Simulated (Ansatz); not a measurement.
# La2O3 (P-3m1): modes against uniaxial strain along c

Wanted: the shifts of the zone-centre modes of La2O3 (P-3m1) with strain.

Calculated with Ansatz 0.2.0; DFT LDA, scalar-relativistic, plane waves, PAW; PAW set soft_1.

## 1. Set-up

The structure is trigonal, space group P-3m1 (No. 164). Conventional cell: a = 3.931 Å, b = 3.931 Å, c = 6.112 Å, α = 90.00°, β = 90.00°, γ = 120.00°. Nearest to O lie 4 La at 2.36 to 2.44 Å. Nearest to O lie 6 La at 2.72 Å. Nearest to La lie 7 O at 2.36 to 2.72 Å. Farther neighbours and most contacts between anions are not listed.

As a file:

```cif
data_structure
_symmetry_space_group_name_H-M 'P 1'
_symmetry_Int_Tables_number 1
_cell_length_a 3.9308
_cell_length_b 3.9308
_cell_length_c 6.1120
_cell_angle_alpha 90.000
_cell_angle_beta 90.000
_cell_angle_gamma 120.000
_cell_volume 81.78
loop_
_atom_site_label
_atom_site_type_symbol
_atom_site_fract_x
_atom_site_fract_y
_atom_site_fract_z
_atom_site_occupancy
O1 O 0.66667 0.33333 0.35411 1
O2 O 0.33333 0.66667 0.64589 1
O3 O 0.00000 0.00000 0.00000 1
La4 La 0.66667 0.33333 0.75376 1
La5 La 0.33333 0.66667 0.24624 1
```

## 2. Bringing the structure to rest

The cell and atoms are relaxed, since residual forces and stress would shift the frequencies.

Contents of input.yaml:

```yaml
crystal:
  lattice:
    - [3.930777878, 0.0, 0.0]
    - [-1.965388939, 3.404153499, 0.0]
    - [0.0, 0.0, 6.11195352]
  atoms:
    - { symbol: O, position: [0.66666667, 0.33333333, 0.35410935] }
    - { symbol: O, position: [0.33333333, 0.66666667, 0.64589065] }
    - { symbol: O, position: [0.0, 0.0, 0.0] }
    - { symbol: La, position: [0.66666667, 0.33333333, 0.75376432] }
    - { symbol: La, position: [0.33333333, 0.66666667, 0.24623568] }
kpoints:
  mp_grid: { grid: [9, 9, 4] }
hamiltonian:
  xc: lda
  pseudopotentials: { kind: paw, azcp: { folder: soft_1 }, xc_functional: pbe }
scf:
  occupations: { method: gaussian, width: 0.02 }
output:
  forces: true
  stress: true
  eigenvalues: true
  write_density: true
  write_potential: true
  elf: true
  volumetric_format: npy
relax:
  adjacent_minimum: "off"
  f_tol: 0.005
  max_steps: 80
  cell: { stress_tol: 0.05 }
```

Command:

```sh
ansatz run input.yaml --threads 8 --pin off --max-ram 16384MiB --backend cpu --events-out ev --progress --plain --runs-dir out
```

Numbers of over 12 decimals in the logs are rounded to 6 here.

Output:

```text
Engine: ansatz 0.2.0, aarch64-unknown-linux-gnu
Pseudopotentials: kind: paw
Pseudopotential: O, paw, valence charge 6, recommended cutoff 420 eV (normal), soft_1/O.paw.azcp
Pseudopotential: La, paw, valence charge 11, recommended cutoff 420 eV (normal), soft_1/La.paw.azcp
Functional definition: SPW92
  exchange = slater_x
  correlation = pw_c
Crystal: 5 atoms, lattice volume = 81.784 Å³
Basis set: ecut = 420 eV, 1641 PW (Γ)
Bands: 25, of which v1, the nominal top of the filled ones, is band 20 counted from 1 (19 counted from 0)
Symmetry: 12 space group operations
Space group: P-3m1 (ITA 164), of the structure as read, at distance tolerance 4.3e-5 Å
k-points: 43 of 324
Non-local potential: O, projectors of the file, l = 0: 2, l = 1: 2, l = 2: 1
Non-local potential: La, projectors of the file, l = 0: 3, l = 1: 2, l = 2: 2, l = 3: 3
PAW form: soft (Blöchl's): semilocal exchange-correlation on the pseudo side does not see the compensation charge
PAW frozen core: O, regenerated for the run's functional, and the local potential with it (the file was generated under x = pbe(κ = 0.804, μ = 0.219515), c = pbe(β = 0.066725))
PAW frozen core: La, regenerated for the run's functional, and the local potential with it (the file was generated under x = pbe(κ = 0.804, μ = 0.219515), c = pbe(β = 0.066725))
PAW one-centre angular grid: O, 110 points (default); XC on 64 Gauss nodes
PAW one-centre angular grid: La, 590 points (default); XC on 64 Gauss nodes
Initial density: superposition of atomic densities (chi_scale 0.1, normalization cell, long waves kept (reshape's long-wave potential 0.03 eV rms))
Initial wavefunctions: pseudopotential atomic-orbital guess
Functional: x = slater, c = lda
SCF iter   1: F=—  HF=-13829.049818 eV  |F-HF|=—  |Δ(HF+E_count)|=         —  Δρ=7.46e-2  dr2=4.25e0  ethr=3.10e-3  ⟨swp⟩=5.1  Hψ=4833  notcnv=0
preconditioner: auto → Resta (q_TF=auto, 2.422 Å⁻¹)  ε∞=5.7  [insulator: Δε(μ)=2.740 eV  Ē_g=11.373 eV  σ=0.020 eV  W_gap=1.00  n_scr=22 (ndim 8)  ℏωp=24.6 eV  f_vac=0.000  D(μ)=0.00/eV (n_scr^D=0)  ε∞_Penn≈5.7]
SCF iter   2: F=—  HF=-13828.442259 eV  |F-HF|=—  |Δ(HF+E_count)|=   6.08e-1  Δρ=3.64e-2  dr2=1.25e0  ethr=3.10e-3  ⟨swp⟩=5.6  Hψ=2949  notcnv=0  defer=45
SCF iter   3: F=—  HF=-13828.277008 eV  |F-HF|=—  |Δ(HF+E_count)|=   1.65e-1  Δρ=1.61e-2  dr2=2.90e-1  ethr=3.10e-3  ⟨swp⟩=2.6  Hψ=1961  notcnv=0  defer=43
SCF iter   4: F=—  HF=-13828.235654 eV  |F-HF|=—  |Δ(HF+E_count)|=   4.14e-2  Δρ=6.14e-3  dr2=3.37e-2  ethr=7.24e-4  ⟨swp⟩=4.5  Hψ=2040  notcnv=0  defer=43
SCF iter   5: F=—  HF=-13828.231747 eV  |F-HF|=—  |Δ(HF+E_count)|=   3.91e-3  Δρ=3.86e-3  dr2=1.21e-2  ethr=8.42e-5  ⟨swp⟩=4.5  Hψ=2272  notcnv=0  defer=43
SCF iter   6: F=—  HF=-13828.230365 eV  |F-HF|=—  |Δ(HF+E_count)|=   1.38e-3  Δρ=1.10e-3  dr2=1.03e-3  ethr=3.03e-5  ⟨swp⟩=3.3  Hψ=1711  notcnv=0  defer=43
SCF iter   7: F=—  HF=-13828.230780 eV  |F-HF|=—  |Δ(HF+E_count)|=   4.15e-4  Δρ=2.26e-4  dr2=5.10e-5  ethr=2.57e-6  ⟨swp⟩=3.2  Hψ=2020  notcnv=0  defer=43
SCF iter   8: F=—  HF=-13828.230786 eV  |F-HF|=—  |Δ(HF+E_count)|=   5.42e-6  Δρ=3.84e-5  dr2=1.68e-6  ethr=1.28e-7  ⟨swp⟩=2.4  Hψ=1886  notcnv=0  defer=43
SCF iter   9: F=-13828.230786 eV  HF=-13828.230786 eV  |F-HF|=2.62e-8  |Δ(HF+E_count)|=   1.02e-7  Δρ=8.24e-6  dr2=5.47e-8  ethr=2.50e-10  ⟨swp⟩=20.1  Hψ=10994  notcnv=0
SCF 1 converged in 9 iterations: F = -13828.230786 eV  dr2 = 5.47e-8
  greatest PAW one-centre occupation: 0.972 electrons in one spin orbital (limit 2), on the La atom at site 4 (counted from 0), in its partial waves of l = 0
relax step   1: F+E_penalty+E_count = -13828.23078586 eV  Δ(F+E_penalty+E_count) = +0.000e0 eV  max|allowed force component| = 1.684e-1 eV/Å  Δτ_max = 0.0000 Å  P = -6.303 GPa  Ω = 81.784 Å³  (9 SCF iters, dr2 threshold 1.00e-7 eV, accepted)
Crystal: 5 atoms, lattice volume = 72.686 Å³
Basis set: ecut = 420 eV, 1435 PW (Γ)
Initial density: handed on by an earlier stage of this run
Initial wavefunctions: those handed on with the density
iter 1 solved again at ethr=4.39e-4 eV; its pass at ethr=3.10e-3 eV (dr2=1.76e-1 eV) is discarded
SCF iter   1: F=—  HF=-13828.206711 eV  |F-HF|=—  |Δ(HF+E_count)|=         —  Δρ=1.11e-2  dr2=1.78e-1  ethr=4.39e-4  ⟨swp⟩=1.3  Hψ=9825  notcnv=0
preconditioner: auto → Resta (q_TF=auto, 2.470 Å⁻¹)  ε∞=5.2  [insulator: Δε(μ)=3.576 eV  Ē_g=12.687 eV  σ=0.020 eV  W_gap=1.00  n_scr=22 (ndim 8)  ℏωp=26.1 eV  f_vac=0.005  D(μ)=0.00/eV (n_scr^D=0)  ε∞_Penn≈5.2]
SCF iter   2: F=—  HF=-13828.167861 eV  |F-HF|=—  |Δ(HF+E_count)|=   3.88e-2  Δρ=5.31e-3  dr2=3.66e-2  ethr=4.39e-4  ⟨swp⟩=4.3  Hψ=1982  notcnv=0
SCF iter   3: F=—  HF=-13828.158660 eV  |F-HF|=—  |Δ(HF+E_count)|=   9.20e-3  Δρ=3.48e-3  dr2=1.20e-2  ethr=9.15e-5  ⟨swp⟩=4.3  Hψ=2291  notcnv=0  defer=4
SCF iter   4: F=—  HF=-13828.156136 eV  |F-HF|=—  |Δ(HF+E_count)|=   2.52e-3  Δρ=8.92e-4  dr2=7.41e-4  ethr=3.00e-5  ⟨swp⟩=4.0  Hψ=1945  notcnv=0  defer=8
SCF iter   5: F=—  HF=-13828.155979 eV  |F-HF|=—  |Δ(HF+E_count)|=   1.58e-4  Δρ=1.64e-4  dr2=2.42e-5  ethr=1.85e-6  ⟨swp⟩=3.3  Hψ=2235  notcnv=0  defer=26
SCF iter   6: F=—  HF=-13828.155985 eV  |F-HF|=—  |Δ(HF+E_count)|=   6.01e-6  Δρ=6.32e-5  dr2=2.29e-6  ethr=6.04e-8  ⟨swp⟩=2.9  Hψ=2079  notcnv=0  defer=26
SCF iter   7: F=—  HF=-13828.155985 eV  |F-HF|=—  |Δ(HF+E_count)|=   4.42e-7  Δρ=6.32e-5  dr2=2.45e-6  ethr=1.25e-9  ⟨swp⟩=15.3  Hψ=11179  notcnv=0
SCF iter   8: F=-13828.155985 eV  HF=-13828.155985 eV  |F-HF|=8.39e-10  |Δ(HF+E_count)|=   4.86e-7  Δρ=7.21e-6  dr2=2.65e-8  ethr=1.25e-9  ⟨swp⟩=8.5  Hψ=8306  notcnv=0
SCF 2 converged in 8 iterations: F = -13828.155985 eV  dr2 = 2.65e-8
relax step   2: F+E_penalty+E_count = -13828.15598459 eV  Δ(F+E_penalty+E_count) = +7.480e-2 eV  max|allowed force component| = 4.446e-1 eV/Å  Δτ_max = 0.0558 Å  P = +10.497 GPa  Ω = 72.686 Å³  energy of the carried Pulay correction = +2.322e-2 eV  (8 SCF iters, dr2 threshold 5.00e-7 eV, rejected (line search))
Crystal: 5 atoms, lattice volume = 78.244 Å³
Basis set: ecut = 420 eV, 1533 PW (Γ)
iter 1 solved again at ethr=3.11e-4 eV; its pass at ethr=3.10e-3 eV (dr2=1.24e-1 eV) is discarded
SCF iter   1: F=—  HF=-13828.349385 eV  |F-HF|=—  |Δ(HF+E_count)|=         —  Δρ=8.84e-3  dr2=1.26e-1  ethr=3.11e-4  ⟨swp⟩=1.9  Hψ=9256  notcnv=0
preconditioner: auto → Resta (q_TF=auto, 2.440 Å⁻¹)  ε∞=5.0  [insulator: Δε(μ)=3.541 eV  Ē_g=12.525 eV  σ=0.020 eV  W_gap=1.00  n_scr=22 (ndim 8)  ℏωp=25.2 eV  f_vac=0.023  D(μ)=0.00/eV (n_scr^D=0)  ε∞_Penn≈5.0]
SCF iter   2: F=—  HF=-13828.323767 eV  |F-HF|=—  |Δ(HF+E_count)|=   2.56e-2  Δρ=4.48e-3  dr2=2.49e-2  ethr=3.11e-4  ⟨swp⟩=4.8  Hψ=2152  notcnv=0
SCF iter   3: F=—  HF=-13828.317806 eV  |F-HF|=—  |Δ(HF+E_count)|=   5.96e-3  Δρ=2.52e-3  dr2=8.94e-3  ethr=6.24e-5  ⟨swp⟩=3.6  Hψ=2341  notcnv=0  defer=23
SCF iter   4: F=—  HF=-13828.315738 eV  |F-HF|=—  |Δ(HF+E_count)|=   2.07e-3  Δρ=6.47e-4  dr2=4.40e-4  ethr=2.24e-5  ⟨swp⟩=3.4  Hψ=2012  notcnv=0  defer=29
SCF iter   5: F=—  HF=-13828.315632 eV  |F-HF|=—  |Δ(HF+E_count)|=   1.07e-4  Δρ=1.64e-4  dr2=2.43e-5  ethr=1.10e-6  ⟨swp⟩=2.7  Hψ=2031  notcnv=0  defer=30
SCF iter   6: F=—  HF=-13828.315639 eV  |F-HF|=—  |Δ(HF+E_count)|=   7.05e-6  Δρ=2.10e-4  dr2=2.67e-5  ethr=6.08e-8  ⟨swp⟩=2.0  Hψ=1819  notcnv=0  defer=30
SCF iter   7: F=—  HF=-13828.315634 eV  |F-HF|=—  |Δ(HF+E_count)|=   4.96e-6  Δρ=2.30e-5  dr2=4.74e-7  ethr=6.08e-8  ⟨swp⟩=2.0  Hψ=1683  notcnv=0  defer=30
SCF iter   8: F=—  HF=-13828.315633 eV  |F-HF|=—  |Δ(HF+E_count)|=   7.11e-7  Δρ=3.98e-6  dr2=1.38e-8  ethr=1.18e-9  ⟨swp⟩=2.0  Hψ=1787  notcnv=0  defer=30
SCF iter   9: F=—  HF=-13828.315633 eV  |F-HF|=—  |Δ(HF+E_count)|=   6.68e-9  Δρ=6.32e-7  dr2=3.17e-10  ethr=3.45e-11  ⟨swp⟩=2.7  Hψ=1889  notcnv=0  defer=30
SCF iter  10: F=-13828.315633 eV  HF=-13828.315633 eV  |F-HF|=1.82e-12  |Δ(HF+E_count)|=  1.22e-10  Δρ=1.28e-7  dr2=1.24e-11  ethr=1.00e-12  ⟨swp⟩=13.7  Hψ=7291  notcnv=0
SCF 3 converged in 10 iterations: F = -13828.315633 eV  dr2 = 1.24e-11
relax step   3: F+E_penalty+E_count = -13828.31563300 eV  Δ(F+E_penalty+E_count) = -8.485e-2 eV  max|allowed force component| = 4.986e-2 eV/Å  Δτ_max = 0.0108 Å  P = -0.625 GPa  Ω = 78.244 Å³  energy of the carried Pulay correction = +8.720e-3 eV  (10 SCF iters, accepted)
[...]
relax step   4: F+E_penalty+E_count = -13828.31773818 eV  Δ(F+E_penalty+E_count) = -2.105e-3 eV  max|allowed force component| = 2.657e-2 eV/Å  Δτ_max = 0.0035 Å  P = +0.056 GPa  Ω = 77.810 Å³  energy of the carried Pulay correction = +9.814e-3 eV  (6 SCF iters, dr2 threshold 5.00e-7 eV, accepted)
[...]
relax step   5: F+E_penalty+E_count = -13828.31794241 eV  Δ(F+E_penalty+E_count) = -2.042e-4 eV  max|allowed force component| = 7.022e-3 eV/Å  Δτ_max = 0.0013 Å  P = +0.005 GPa  Ω = 77.814 Å³  energy of the carried Pulay correction = +9.803e-3 eV  (5 SCF iters, dr2 threshold 8.01e-8 eV, accepted)
[...]
relax step   6: F+E_penalty+E_count = -13828.31793307 eV  Δ(F+E_penalty+E_count) = +9.336e-6 eV  max|allowed force component| = 1.803e-3 eV/Å  Δτ_max = 0.0008 Å  P = -0.002 GPa  Ω = 77.822 Å³  energy of the carried Pulay correction = +9.784e-3 eV  (5 SCF iters, dr2 threshold 3.08e-9 eV, accepted)
[...]
relax step   7: F+E_penalty+E_count = -13828.31068148 eV  Δ(F+E_penalty+E_count) = +7.252e-3 eV  max|allowed force component| = 1.919e-3 eV/Å  Δτ_max = 0.0000 Å  P = -0.179 GPa  Ω = 77.822 Å³  stress off target by 2.02e-1 GPa  SCF on the basis re-selected at this cell (its energy is not comparable with the rows above)  (7 SCF iters)
[...]
relax step   8: F+E_penalty+E_count = -13828.31101946 eV  Δ(F+E_penalty+E_count) = -3.380e-4 eV  max|allowed force component| = 5.102e-4 eV/Å  Δτ_max = 0.0006 Å  P = -0.004 GPa  Ω = 77.713 Å³  energy of the carried Pulay correction = +2.714e-4 eV  (5 SCF iters, dr2 threshold 1.02e-7 eV, accepted)
iter 1 solved again at ethr=5.03e-8 eV; its pass at ethr=3.10e-3 eV (dr2=2.01e-5 eV) is discarded
SCF iter   1: F=—  HF=-13828.310757 eV  |F-HF|=—  |Δ(HF+E_count)|=         —  Δρ=9.95e-6  dr2=1.57e-8  ethr=5.03e-8  ⟨swp⟩=4.1  Hψ=8609  notcnv=0
preconditioner: auto → Resta (q_TF=auto, 2.442 Å⁻¹)  ε∞=5.1  [insulator: Δε(μ)=3.761 eV  Ē_g=12.527 eV  σ=0.020 eV  W_gap=1.00  n_scr=22 (ndim 8)  ℏωp=25.3 eV  f_vac=0.016  D(μ)=0.00/eV (n_scr^D=0)  ε∞_Penn≈5.1]
SCF iter   2: F=—  HF=-13828.310758 eV  |F-HF|=—  |Δ(HF+E_count)|=   8.56e-7  Δρ=5.18e-6  dr2=5.21e-9  ethr=3.92e-11  ⟨swp⟩=3.0  Hψ=2057  notcnv=0
SCF iter   3: F=—  HF=-13828.310758 eV  |F-HF|=—  |Δ(HF+E_count)|=   1.58e-9  Δρ=1.99e-6  dr2=2.74e-9  ethr=1.30e-11  ⟨swp⟩=2.0  Hψ=1462  notcnv=0
SCF iter   4: F=—  HF=-13828.310758 eV  |F-HF|=—  |Δ(HF+E_count)|=  4.04e-10  Δρ=4.54e-7  dr2=1.98e-10  ethr=6.85e-12  ⟨swp⟩=2.0  Hψ=1651  notcnv=0
SCF iter   5: F=-13828.310758 eV  HF=-13828.310758 eV  |F-HF|=1.09e-11  |Δ(HF+E_count)|=  4.00e-11  Δρ=2.02e-7  dr2=4.66e-11  ethr=1.00e-12  ⟨swp⟩=8.8  Hψ=6183  notcnv=0
SCF 9 converged in 5 iterations: F = -13828.310758 eV  dr2 = 4.66e-11
relax step   9: F+E_penalty+E_count = -13828.31075762 eV  Δ(F+E_penalty+E_count) = +2.618e-4 eV  max|allowed force component| = 5.042e-4 eV/Å  Δτ_max = 0.0000 Å  P = -0.007 GPa  Ω = 77.713 Å³  stress off target by 1.23e-2 GPa  SCF on the basis re-selected at this cell (its energy is not comparable with the rows above)  (5 SCF iters)
basis re-selected at this cell: Δ(F+E_penalty+E_count) = +2.618e-4 eV, ΔP = -0.003 GPa vs the last step (what re-selecting the basis moved, of the pressure what is left beyond the Pulay correction that the steps carried, after the strain that the cell walked since its last selection, with what the two solves' SCF thresholds leave and, on support functions, any second-order correction that the steps lacked; it is no m [...]
SCF converged after 5 iterations
Free energy (F): -13828.310758 eV
Harris-Foulkes:  -13828.310758 eV  (|F-HF|=1.09e-11)
Internal energy: -13828.310758 eV  (E = F + TS)
E sigma→0 (E₀):  -13828.310758 eV
Fermi energy:    11.847109 eV
--- Per-component energies (eV) ---
  E_band       = 7.418177
  E_kinetic    = 882.283245
  E_local      = -1435.583114  (includes V_loc(G=0)·N_el)
  E_nonlocal   = 344.663227
  E_hartree    = 534.721001
  E_xc         = -499.664492
  E_vxc        = -567.317560  (∫ρ·V_xc dr)
  E_paw        = -10943.283416  (= ΣΔE_a)
  E_vpaw       = -286.071967  (= ΣTr[D̂ρ^β])
  E_aug_tail   = 0.002342  (compensation charges beyond the density's cutoff)
  E_ewald      = -2712.383969
  E_core_change = 0.934417  (= ΣΔE_core)
  E_smearing   = -0.000000  (= −TS)
  E_closure    = -0.000000  (closes the sum)
  Σ components = -13828.310758   (vs F -13828.310758, Δ=0.00e0)
--- Forces (eV/Å), atoms counted from 1 ---
  atom   1  O     -0.00000000    -0.00000000    -0.00050419
  atom   2  O      0.00000000     0.00000000     0.00050419
  atom   3  O      0.00000000     0.00000000     0.00000000
  atom   4  La    -0.00000000     0.00000000     0.00022604
  atom   5  La     0.00000000    -0.00000000    -0.00022604
  max |Σ_I F_I| component: 2.20e-17 eV/Å
--- Stress (GPa, compression-positive) ---
       -0.004837       0.000000      -0.000000
        0.000000      -0.004837      -0.000000
        0.000000      -0.000000      -0.012256
  P = ⅓ Tr σ = -0.0073 GPa (-0.073 kbar)
--- Band table (eV; the first three rows and the last of 43) ---
  k-point 0: bands = [... 16 lower, 8.1394, 9.4969, 9.4969, 9.7828, 14.2551, 14.4892, 14.4892, 15.3343, ... 1 higher]
  k-point 1: bands = [... 16 lower, 8.5777, 9.4538, 9.5586, 9.5586, 14.4122, 14.5806, 14.5806, 15.2826, ... 1 higher]
  k-point 2: bands = [... 16 lower, 8.8611, 9.0495, 9.6308, 9.6308, 14.6670, 14.6670, 14.6709, 15.0697, ... 1 higher]
  k-point 42: bands = [... 16 lower, 9.3760, 9.6836, 9.6836, 9.7764, 14.1854, 14.8317, 14.9745, 14.9745, ... 1 higher]
--- Relaxed structure (7 steps of the walk, 6 accepted, 2 SCFs on fresh bases) ---
  F+E_penalty+E_count = -13828.31075762 eV   max|allowed force component| = 5.042e-4 eV/Å   (the final SCF, on the basis selected at the relaxed cell)
  cell:  # Å, volume = 77.7128 Å³
    - [3.883042, 0, -1.9358179303946213e-17]
    - [-1.941521, 3.362813, 9.679089651973107e-18]
    - [-3.0099968965285415e-17, 0, 5.951384]
  atoms:
    - { symbol: O, position: [0.666667, 0.333333, 0.353420] }
    - { symbol: O, position: [0.333333, 0.666667, 0.646580] }
    - { symbol: O, position: [0, 0, 0] }
    - { symbol: La, position: [0.666667, 0.333333, 0.756017] }
    - { symbol: La, position: [0.333333, 0.666667, 0.243983] }
```

It took 9.1 s on 8 threads of Arm Neoverse V2, shared host; peak memory 0.51 GiB; 64 s of CPU time.

The steps of the relaxation:

```tsv
step	energy less that of the first step (eV)	largest force component (eV/Å)	pressure (GPa)	volume (Å³)
1	0.0000	0.1684	-6.30	81.78
2	0.0748	0.4446	10.50	72.69
3	-0.0848	0.0499	-0.62	78.24
4	-0.0870	0.0266	0.06	77.81
5	-0.0872	0.0070	0.00	77.81
6	-0.0871	0.0018	0.00	77.82
7*	-0.0799	0.0019	-0.18	77.82
8	-0.0802	0.0005	0.00	77.71
9*	-0.0800	0.0005	-0.01	77.71
```

Relaxation steps marked * repeat the geometry before them on a plane-wave basis chosen anew for their cell, so energy and pressure can jump there. Relaxation step 2 was tried and not accepted.

The run keeps the 12 symmetry operations that it works with, so distortions that break them were not tested.

```tsv
conventional cell, symmetrised	before	after	change
a (Å)	3.931	3.883	-1.2 %
b (Å)	3.931	3.883	-1.2 %
c (Å)	6.112	5.951	-2.6 %
volume (Å³/atom)	16.36	15.54	-5.0 %
```

The atoms that moved most (Å, as changes of fractional coordinates times the final cell):

```tsv
atom	dx	dy	dz	length
La4	0.000	0.000	0.013	0.013
La5	0.000	0.000	-0.013	0.013
```

Final coordinates:

```cif
data_structure
_symmetry_space_group_name_H-M 'P 1'
_symmetry_Int_Tables_number 1
_cell_length_a 3.8830
_cell_length_b 3.8830
_cell_length_c 5.9514
_cell_angle_alpha 90.000
_cell_angle_beta 90.000
_cell_angle_gamma 120.000
_cell_volume 77.71
loop_
_atom_site_label
_atom_site_type_symbol
_atom_site_fract_x
_atom_site_fract_y
_atom_site_fract_z
_atom_site_occupancy
O1 O 0.66667 0.33333 0.35342 1
O2 O 0.33333 0.66667 0.64658 1
O3 O 0.00000 0.00000 0.00000 1
La4 La 0.66667 0.33333 0.75602 1
La5 La 0.33333 0.66667 0.24398 1
```

Numbers from this step:

```yaml
pressure: -0.007310 GPa
gap_on_the_k_mesh: 3.761 eV
volume_per_atom: 15.54 Å³
```

Electrostatic potential energy in the ac plane at fractional y = 0.333, with atoms of O and La within 0.2 Å of it. With pseudopotentials it is smooth inside the atoms' cores, unlike the true potential.

Values in eV, 21 rows by 14 columns, each cell a mean:
```
 14  14  15  15  14  12  10   7   4   2   3   6   9  12
 13  14  15  15  13  10   6  -1  -9 -13 -11  -4   4   9
 11  14  15  14  12   7  -1 -17 -25 -27 -26 -21  -7   4
  9  13  14  14  11   4 -10 -27 -24 -16 -21 -27 -17  -1
  8  12  14  13  10   1 -15 -27 -15   2  -6 -24 -22  -5
  9  13  14  13  10   2 -13 -27 -19  -5 -12 -26 -20  -3
 10  13  14  14  11   5  -6 -24 -27 -24 -26 -26 -13   1
 12  14  15  14  13   9   3  -9 -18 -22 -20 -12   0   7
 13  14  15  15  14  12   9   4  -1  -4  -2   2   7  11
 14  15  15  15  14  14  13  11   9   8   8  10  12  13
 14  14  14  14  14  14  14  13   9   5   7  12  14  14
 13  12  12  12  13  14  14   7  -9 -18 -14   1  13  14
 12  10   9   9  11  13  13  -6 -24 -28 -27 -15   9  13
 10   7   6   6   8  11  12 -10 -26 -28 -28 -17   7  12
  7   4   2   2   6   9  11   1 -17 -24 -21  -7  10  11
  6   3   0   1   5   9  11  11   3  -4  -1   9  12  10
  7   4   2   3   6   9  12  14  14  14  14  14  13  11
  9   7   6   6   8  11  12  14  15  15  15  14  13  12
 11  10  10  10  11  12  13  14  14  14  14  14  13  13
 13  13  13  13  13  13  13  13  13  13  13  13  13  13
 14  14  14  14  14  13  12  11  10  10  10  11  12  13
```
Columns run along a (3.9 Å; values clipped at the 3rd and 97th percentile), rows up along c (6.0 Å). Atoms in or near the plane, at fractional coordinates: O at (0.67, 0.35), La at (0.67, 0.76).

ELF in the ac plane at fractional y = 0.333, with atoms of O and La within 0.2 Å of it. It is the smooth field of the valence electrons, not physical close to the nuclei.

Values, 21 rows by 14 columns, each cell a mean:
```
0.21 0.34 0.41 0.38 0.24 0.11 0.12 0.30 0.48 0.57 0.53 0.37 0.17 0.10
0.12 0.21 0.28 0.24 0.14 0.11 0.31 0.66 0.78 0.81 0.80 0.72 0.44 0.17
0.09 0.09 0.11 0.09 0.08 0.24 0.61 0.82 0.80 0.74 0.77 0.82 0.72 0.38
0.13 0.06 0.06 0.06 0.09 0.38 0.74 0.78 0.57 0.34 0.46 0.73 0.79 0.56
0.16 0.08 0.11 0.10 0.12 0.44 0.76 0.70 0.32 0.06 0.17 0.59 0.80 0.62
0.15 0.15 0.26 0.21 0.15 0.41 0.75 0.74 0.42 0.15 0.28 0.65 0.80 0.58
0.14 0.25 0.41 0.34 0.18 0.30 0.66 0.80 0.69 0.56 0.63 0.77 0.76 0.44
0.14 0.33 0.50 0.42 0.21 0.15 0.37 0.68 0.77 0.80 0.79 0.73 0.50 0.20
0.13 0.31 0.45 0.39 0.20 0.08 0.13 0.32 0.47 0.54 0.51 0.38 0.19 0.08
0.08 0.17 0.26 0.22 0.12 0.06 0.09 0.17 0.24 0.28 0.26 0.20 0.11 0.07
0.06 0.06 0.08 0.07 0.06 0.11 0.26 0.49 0.61 0.65 0.63 0.54 0.35 0.15
0.07 0.05 0.05 0.05 0.06 0.20 0.50 0.76 0.79 0.77 0.79 0.78 0.62 0.31
0.10 0.11 0.17 0.14 0.11 0.25 0.59 0.80 0.72 0.52 0.63 0.79 0.72 0.38
0.14 0.26 0.41 0.35 0.19 0.23 0.56 0.80 0.67 0.40 0.55 0.78 0.70 0.33
0.21 0.45 0.61 0.54 0.32 0.19 0.42 0.77 0.78 0.71 0.75 0.79 0.58 0.23
0.25 0.49 0.62 0.57 0.36 0.17 0.26 0.64 0.78 0.81 0.80 0.71 0.39 0.15
0.22 0.40 0.51 0.46 0.31 0.13 0.13 0.37 0.60 0.68 0.65 0.47 0.18 0.09
0.14 0.23 0.30 0.28 0.19 0.09 0.07 0.15 0.30 0.39 0.35 0.20 0.08 0.07
0.10 0.14 0.17 0.16 0.12 0.07 0.05 0.06 0.09 0.12 0.10 0.07 0.05 0.06
0.16 0.21 0.23 0.22 0.17 0.11 0.06 0.04 0.04 0.04 0.04 0.04 0.05 0.10
0.24 0.33 0.36 0.34 0.27 0.14 0.07 0.06 0.09 0.12 0.10 0.07 0.07 0.12
```
Columns run along a (3.9 Å), rows up along c (6.0 Å). Atoms in or near the plane, at fractional coordinates: O at (0.67, 0.35), La at (0.67, 0.76).

(Continued in part 2 of 3.)

[Logs are printed without paths, hosts, clocks, repeated set-up lines and the standing remarks that a program may print on its own settings, such as how far it seeks lower states.]

[Hosts, paths, dates, database ids (printed as entryN), source tags and the programs' standing remarks are cut or masked in the printed files.]
